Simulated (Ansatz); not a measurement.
# Preparing K3BrCl2 (P-3m1) as a host crystal, part 3 of 3

Before any defect goes in: K3BrCl2 (P-3m1) at rest, and how it screens a charge.

Ansatz 0.2.0; plane-wave PAW DFT, PBEsol; relaxation of the host's cell and atoms (the session's first sound run).

So far, mean electronic dielectric tensor: step 3 (dielectric tensors of the host) 2.47.

### Step 7. Defect free supercell relaxed from displaced atoms

This step: plane-wave PAW DFT, PBEsol; relaxation of the defect-free supercell from random displacements, a test of the host's stability (Ansatz 0.2.0).

Input file pristine.rattled/input.yaml:

```yaml
crystal:
  lattice:
    - [13.4480979603, 8.59e-08, 0.0]
    - [-6.7240490545, 11.6463944233, 0.0]
    - [0.0, 0.0, 11.0008348579]
  atoms:
    - { symbol: K, position: [0.0, 0.0, 0.5] }
    - { symbol: K, position: [0.1111111111, 0.2222222222, 0.1774012185] }
    - { symbol: K, position: [0.2222222222, 0.1111111111, 0.8225987815] }
    - { symbol: Br, position: [0.0, 0.0, 0.0] }
    - { symbol: Cl, position: [0.1111111111, 0.2222222222, 0.6614023982] }
    - { symbol: Cl, position: [0.2222222222, 0.1111111111, 0.3385976018] }
    - { symbol: K, position: [0.0, 0.3333333333, 0.5] }
    - { symbol: K, position: [0.1111111111, 0.5555555556, 0.1774012185] }
    - { symbol: K, position: [0.2222222222, 0.4444444444, 0.8225987815] }
    - { symbol: Br, position: [0.0, 0.3333333333, 0.0] }
    - { symbol: Cl, position: [0.1111111111, 0.5555555556, 0.6614023982] }
    - { symbol: Cl, position: [0.2222222222, 0.4444444444, 0.3385976018] }
    - { symbol: K, position: [0.0, 0.6666666667, 0.5] }
    - { symbol: K, position: [0.1111111111, 0.8888888889, 0.1774012185] }
    - { symbol: K, position: [0.2222222222, 0.7777777778, 0.8225987815] }
    - { symbol: Br, position: [0.0, 0.6666666667, 0.0] }
    - { symbol: Cl, position: [0.1111111111, 0.8888888889, 0.6614023982] }
    - { symbol: Cl, position: [0.2222222222, 0.7777777778, 0.3385976018] }
    - { symbol: K, position: [0.3333333333, 0.0, 0.5] }
    - { symbol: K, position: [0.4444444444, 0.2222222222, 0.1774012185] }
    - { symbol: K, position: [0.5555555556, 0.1111111111, 0.8225987815] }
    - { symbol: Br, position: [0.3333333333, 0.0, 0.0] }
    - { symbol: Cl, position: [0.4444444444, 0.2222222222, 0.6614023982] }
    - { symbol: Cl, position: [0.5555555556, 0.1111111111, 0.3385976018] }
    - { symbol: K, position: [0.3333333333, 0.3333333333, 0.5] }
    - { symbol: K, position: [0.4444444444, 0.5555555556, 0.1774012185] }
    - { symbol: K, position: [0.5555555556, 0.4444444444, 0.8225987815] }
    - { symbol: Br, position: [0.3333333333, 0.3333333333, 0.0] }
    - { symbol: Cl, position: [0.4444444444, 0.5555555556, 0.6614023982] }
    - { symbol: Cl, position: [0.5555555556, 0.4444444444, 0.3385976018] }
    - { symbol: K, position: [0.3333333333, 0.6666666667, 0.5] }
    - { symbol: K, position: [0.4444444444, 0.8888888889, 0.1774012185] }
    - { symbol: K, position: [0.5555555556, 0.7777777778, 0.8225987815] }
    - { symbol: Br, position: [0.3333333333, 0.6666666667, 0.0] }
    - { symbol: Cl, position: [0.4444444444, 0.8888888889, 0.6614023982] }
    - { symbol: Cl, position: [0.5555555556, 0.7777777778, 0.3385976018] }
    - { symbol: K, position: [0.6666666667, 0.0, 0.5] }
    - { symbol: K, position: [0.7777777778, 0.2222222222, 0.1774012185] }
    - { symbol: K, position: [0.8888888889, 0.1111111111, 0.8225987815] }
    - { symbol: Br, position: [0.6666666667, 0.0, 0.0] }
    - { symbol: Cl, position: [0.7777777778, 0.2222222222, 0.6614023982] }
    - { symbol: Cl, position: [0.8888888889, 0.1111111111, 0.3385976018] }
    - { symbol: K, position: [0.6666666667, 0.3333333333, 0.5] }
    - { symbol: K, position: [0.7777777778, 0.5555555556, 0.1774012185] }
    - { symbol: K, position: [0.8888888889, 0.4444444444, 0.8225987815] }
    - { symbol: Br, position: [0.6666666667, 0.3333333333, 0.0] }
    - { symbol: Cl, position: [0.7777777778, 0.5555555556, 0.6614023982] }
    - { symbol: Cl, position: [0.8888888889, 0.4444444444, 0.3385976018] }
    - { symbol: K, position: [0.6666666667, 0.6666666667, 0.5] }
    - { symbol: K, position: [0.7777777778, 0.8888888889, 0.1774012185] }
    - { symbol: K, position: [0.8888888889, 0.7777777778, 0.8225987815] }
    - { symbol: Br, position: [0.6666666667, 0.6666666667, 0.0] }
    - { symbol: Cl, position: [0.7777777778, 0.8888888889, 0.6614023982] }
    - { symbol: Cl, position: [0.8888888889, 0.7777777778, 0.3385976018] }
basis:
  ecutwfc: 420
  xc_grid: 2
hamiltonian:
  xc: pbesol
kpoints:
  mp_grid: { grid: [1, 1, 1], shift: [0.25, 0.25, 0.25] }
scf:
  occupations: { method: fermi_dirac, width: 0.01 }
  max_iter: 80
output:
  forces: true
relax:
  f_tol: 0.01
  max_steps: 120
  random_displacement: { amplitude: 0.08, seed: 1242 }
checkpoint:
  write: "../pristine.rattled.run"
  compress: false
  write_wavefunctions: false
  write_every: 100000
```

On the command line:

```console
ansatz run input.yaml --threads 4 --pin off --max-ram 7536MiB --backend cpu --events-out ev --progress --plain --runs-dir out
```

Numbers of over 12 decimals in the logs are rounded to 6 here.

Log:

```text
[...]
Crystal: 54 atoms, lattice volume = 1722.971 Å³
Basis set: ecut = 420 eV, 33637 PW (Γ), exchange–correlation on 180×180×150 points (8 copies of the dense FFT grid, shifted against one another)
Bands: 270, of which v1, the nominal top of the filled ones, is band 216 counted from 1 (215 counted from 0)
Symmetry: 1 space group operations
k-points: 1
[...]
SCF iter   1: F=—  HF=-84756.844334 eV  |F-HF|=—  |Δ(HF+E_count)|=         —  Δρ=3.04e-3  dr2=2.16e-1  ethr=1.77e-3  ⟨swp⟩=6.0  Hψ=1035  notcnv=0  defer=42
[...]
SCF iter   6: F=-84756.735006 eV  HF=-84756.735006 eV  |F-HF|=3.61e-7  |Δ(HF+E_count)|=   2.48e-5  Δρ=5.29e-6  dr2=4.27e-7  ethr=5.79e-10  ⟨swp⟩=4.0  Hψ=879  notcnv=0
SCF 1 converged in 6 iterations: F = -84756.735006 eV  dr2 = 4.27e-7
[...]
relax step   1: F+E_penalty+E_count = -84756.73500646 eV  Δ(F+E_penalty+E_count) = +0.000e0 eV  max|allowed force component| = 2.480e-1 eV/Å  Δτ_max = 0.0000 Å  (6 SCF iters, dr2 threshold 2.50e-6 eV, accepted)
[...]
relax step   2: F+E_penalty+E_count = -84757.02402533 eV  Δ(F+E_penalty+E_count) = -2.890e-1 eV  max|allowed force component| = 8.320e-2 eV/Å  Δτ_max = 0.0787 Å  (6 SCF iters, dr2 threshold 3.84e-6 eV, accepted)
relax step   3: F+E_penalty+E_count = -84757.07727607 eV  Δ(F+E_penalty+E_count) = -5.325e-2 eV  max|allowed force component| = 4.832e-3 eV/Å  Δτ_max = 0.0629 Å  (6 SCF iters, dr2 threshold 4.33e-7 eV, accepted)
[...]
SCF iter   2: F=-84757.077276 eV  HF=-84757.077276 eV  |F-HF|=3.51e-8  |Δ(HF+E_count)|=   1.73e-6  Δρ=1.11e-6  dr2=2.83e-8  ethr=2.31e-11  ⟨swp⟩=2.0  Hψ=876  notcnv=0
SCF 4 converged in 2 iterations: F = -84757.077276 eV  dr2 = 2.83e-8
relax step   4: F+E_penalty+E_count = -84757.07727614 eV  Δ(F+E_penalty+E_count) = -6.454e-8 eV  max|allowed force component| = 4.870e-3 eV/Å  Δτ_max = 0.0000 Å  (2 SCF iters, accepted)
SCF converged after 2 iterations
Free energy (F): -84757.077276 eV
[...]
Internal energy: -84757.077276 eV  (E = F + TS)
E sigma→0 (E₀):  -84757.077276 eV
Fermi energy:    3.863415 eV
[...]
--- Forces (eV/Å), atoms counted from 1 ---
  atom   1  K      0.00345805     0.00228979     0.00140947
  atom   2  K      0.00186750    -0.00163245    -0.00022000
  atom   3  K      0.00050178    -0.00043345    -0.00142898
  atom   4  Br     0.00156049     0.00114469     0.00206554
  atom   5  Cl     0.00041612    -0.00067900    -0.00222466
  atom   6  Cl    -0.00086433    -0.00356865     0.00309829
  atom   7  K      0.00486852     0.00093904    -0.00108561
  atom   8  K      0.00216951    -0.00086109     0.00431815
  atom   9  K     -0.00126631    -0.00018675     0.00077966
  atom  10  Br     0.00194357    -0.00238349     0.00081579
  atom  11  Cl     0.00079501    -0.00345220    -0.00028227
  atom  12  Cl    -0.00273387    -0.00059652     0.00269999
  atom  13  K      0.00137507     0.00461971     0.00231909
  atom  14  K      0.00027028     0.00002166    -0.00083756
  atom  15  K     -0.00270186     0.00286934    -0.00046466
  atom  16  Br    -0.00019942    -0.00006107    -0.00123882
  atom  17  Cl    -0.00039647    -0.00356104     0.00082613
  atom  18  Cl    -0.00124147    -0.00025261    -0.00237336
  atom  19  K     -0.00075674     0.00333082     0.00124036
  atom  20  K      0.00168517    -0.00309623    -0.00046911
  atom  21  K      0.00007969    -0.00206341    -0.00270055
  atom  22  Br     0.00094983     0.00471656    -0.00385112
  atom  23  Cl    -0.00330755    -0.00327551     0.00336157
  atom  24  Cl    -0.00302590     0.00123976    -0.00350981
  atom  25  K     -0.00021424     0.00440738     0.00134522
  atom  26  K     -0.00092993     0.00387579    -0.00279801
  atom  27  K      0.00338690    -0.00299399     0.00286269
  atom  28  Br    -0.00065572    -0.00069448     0.00141966
  atom  29  Cl     0.00259618    -0.00196018    -0.00075837
  atom  30  Cl     0.00412998    -0.00334972     0.00029627
  atom  31  K      0.00078326     0.00146014     0.00029654
  atom  32  K      0.00097483    -0.00126542     0.00407773
  atom  33  K     -0.00187857     0.00206209    -0.00128495
  atom  34  Br    -0.00041720    -0.00280174     0.00145452
  atom  35  Cl     0.00263249    -0.00126808    -0.00178233
  atom  36  Cl    -0.00234909    -0.00049153    -0.00142169
  atom  37  K      0.00111977     0.00106133    -0.00334800
  atom  38  K      0.00021449     0.00362063     0.00121977
  atom  39  K     -0.00048897     0.00304917    -0.00173273
  atom  40  Br    -0.00268619    -0.00245011     0.00191584
  atom  41  Cl    -0.00436753     0.00028096     0.00193659
  atom  42  Cl    -0.00263609    -0.00046859    -0.00042860
  atom  43  K      0.00206845     0.00188027    -0.00143504
  atom  44  K      0.00049982    -0.00085528     0.00115321
  atom  45  K     -0.00177192     0.00033380    -0.00017140
  atom  46  Br    -0.00061998     0.00419241     0.00061743
  atom  47  Cl    -0.00095282     0.00164230    -0.00077357
  atom  48  Cl    -0.00162224    -0.00168886    -0.00177208
  atom  49  K     -0.00061573     0.00167433     0.00059233
  atom  50  K      0.00262265     0.00318637    -0.00001930
  atom  51  K     -0.00384646    -0.00454400     0.00311797
  atom  52  Br    -0.00018674    -0.00085585    -0.00025828
  atom  53  Cl     0.00038532     0.00034855    -0.00331804
  atom  54  Cl    -0.00068985    -0.00255866    -0.00327845
  max |Σ_I F_I| component: 1.03e-4 eV/Å
--- Relaxed structure (4 steps of the walk, 4 accepted, 0 SCFs on fresh bases) ---
  F+E_penalty+E_count = -84757.07727614 eV   max|allowed force component| = 4.870e-3 eV/Å
  atoms:
    - { symbol: K, position: [-0.000635, 0.000422, 0.499992] }
    - { symbol: K, position: [0.110522, 0.222809, 0.177428] }
    - { symbol: K, position: [0.221894, 0.111579, 0.822610] }
    - { symbol: Br, position: [-0.000538, 0.000361, 5.790671601373478e-5] }
    - { symbol: Cl, position: [0.110611, 0.222661, 0.661379] }
    - { symbol: Cl, position: [0.221810, 0.111759, 0.338623] }
    - { symbol: K, position: [-0.000668, 0.333745, 0.500076] }
    - { symbol: K, position: [0.110627, 0.556131, 0.177278] }
    - { symbol: K, position: [0.221774, 0.444933, 0.822423] }
    - { symbol: Br, position: [-0.000537, 0.333920, -6.809967004483503e-5] }
    - { symbol: Cl, position: [0.110625, 0.556145, 0.661220] }
    - { symbol: Cl, position: [0.221747, 0.444896, 0.338665] }
    - { symbol: K, position: [-0.000618, 0.666882, 0.499903] }
    - { symbol: K, position: [0.110509, 0.889327, 0.177800] }
    - { symbol: K, position: [0.221809, 0.778092, 0.822558] }
    - { symbol: Br, position: [-0.000483, 0.667160, 8.062022545509547e-5] }
    - { symbol: Cl, position: [0.110918, 0.889588, 0.661013] }
    - { symbol: Cl, position: [0.221796, 0.778183, 0.338900] }
    - { symbol: K, position: [0.332867, 0.000297, 0.499883] }
    - { symbol: K, position: [0.443990, 0.222836, 0.177667] }
    - { symbol: K, position: [0.555055, 0.111599, 0.822697] }
    - { symbol: Br, position: [0.332649, 0.000190, 0.000394] }
    - { symbol: Cl, position: [0.444203, 0.222819, 0.660997] }
    - { symbol: Cl, position: [0.555226, 0.111430, 0.339082] }
    - { symbol: K, position: [0.332609, 0.333507, 0.499961] }
    - { symbol: K, position: [0.443959, 0.555870, 0.177711] }
    - { symbol: K, position: [0.555072, 0.445106, 0.822250] }
    - { symbol: Br, position: [0.332948, 0.333873, -0.000108] }
    - { symbol: Cl, position: [0.443790, 0.556048, 0.661141] }
    - { symbol: Cl, position: [0.555002, 0.445032, 0.338942] }
    - { symbol: K, position: [0.332746, 0.667049, 0.499984] }
    - { symbol: K, position: [0.444085, 0.889398, 0.177444] }
    - { symbol: K, position: [0.555169, 0.778088, 0.822593] }
    - { symbol: Br, position: [0.333071, 0.667215, 6.357178761617929e-6] }
    - { symbol: Cl, position: [0.443873, 0.889354, 0.661475] }
    - { symbol: Cl, position: [0.555169, 0.778202, 0.339048] }
    - { symbol: K, position: [0.666111, 0.000253, 0.500460] }
    - { symbol: K, position: [0.777199, 0.222438, 0.177571] }
    - { symbol: K, position: [0.888473, 0.111389, 0.822640] }
    - { symbol: Br, position: [0.666382, 0.000502, -7.962964962107792e-5] }
    - { symbol: Cl, position: [0.777474, 0.222565, 0.661240] }
    - { symbol: Cl, position: [0.888441, 0.111493, 0.338920] }
    - { symbol: K, position: [0.666128, 0.333632, 0.500086] }
    - { symbol: K, position: [0.777258, 0.556010, 0.177517] }
    - { symbol: K, position: [0.888408, 0.444816, 0.822520] }
    - { symbol: Br, position: [0.666039, 0.333596, 3.258839956488202e-5] }
    - { symbol: Cl, position: [0.777358, 0.555881, 0.661255] }
    - { symbol: Cl, position: [0.888443, 0.444894, 0.338816] }
    - { symbol: K, position: [0.666143, 0.666967, 0.500167] }
    - { symbol: K, position: [0.777073, 0.889114, 0.177650] }
    - { symbol: K, position: [0.888930, 0.778471, 0.822248] }
    - { symbol: Br, position: [0.666373, 0.667146, -2.439718287677498e-5] }
    - { symbol: Cl, position: [0.777310, 0.889183, 0.661487] }
    - { symbol: Cl, position: [0.888400, 0.778258, 0.339141] }
```

Run time: 62 s. Hardware: 4 threads of Arm Neoverse V1, shared host; peak memory 2.5 GiB.

Step by step:

| step | energy less that of the first step (eV) | largest force component (eV/Å) |
| --- | --- | --- |
| 1 | 0.0000 | 0.2480 |
| 2 | -0.2890 | 0.0832 |
| 3 | -0.3423 | 0.0048 |
| 4 | -0.3423 | 0.0049 |

The relaxation ends 6.3 meV an atom lower than the displaced start, with a largest force component of 0.0049 eV/Å.

### Step 8. What came out

* primitive cell vectors, lengths: 4.483, 4.483, 11.001 Å
* electronic dielectric constant: principal values (2.46, 2.47, 2.47)
* static dielectric constant: 5.30
* gap on the k-mesh of the response run (PBEsol): 4.54 eV
* supercell relaxed in its symmetry less the displaced and relaxed one: 0.000 eV
* energy an atom at one point at (¼, ¼, ¼) less that on the dense mesh: 0.000 eV

What this shows: Step 7: The energy fell by 0.342 eV from the randomly displaced start; against the sites as typed, K51 ends farthest off, by 0.01 Å, once the mean shift is taken out. The displaced cell ends within 0.01 eV of the symmetric one relaxed in its symmetry, so no lower structure shows in this supercell. The k-mesh can miss the band edges, so this gap is an upper bound at this level. All at zero temperature.

[Logs are printed without paths, hosts, clocks, repeated set-up lines and the standing remarks that a program may print on its own settings, such as how far it seeks lower states.]

[Hosts, paths, dates, database ids (printed as entryN), source tags and the programs' standing remarks are cut or masked in the printed files.]

[Runs of the host that timed out are not shown.]

[For some hosts the program warned that the k-mesh of the response run may be too coarse for force constants and the static dielectric constant; such warnings are not always shown.]
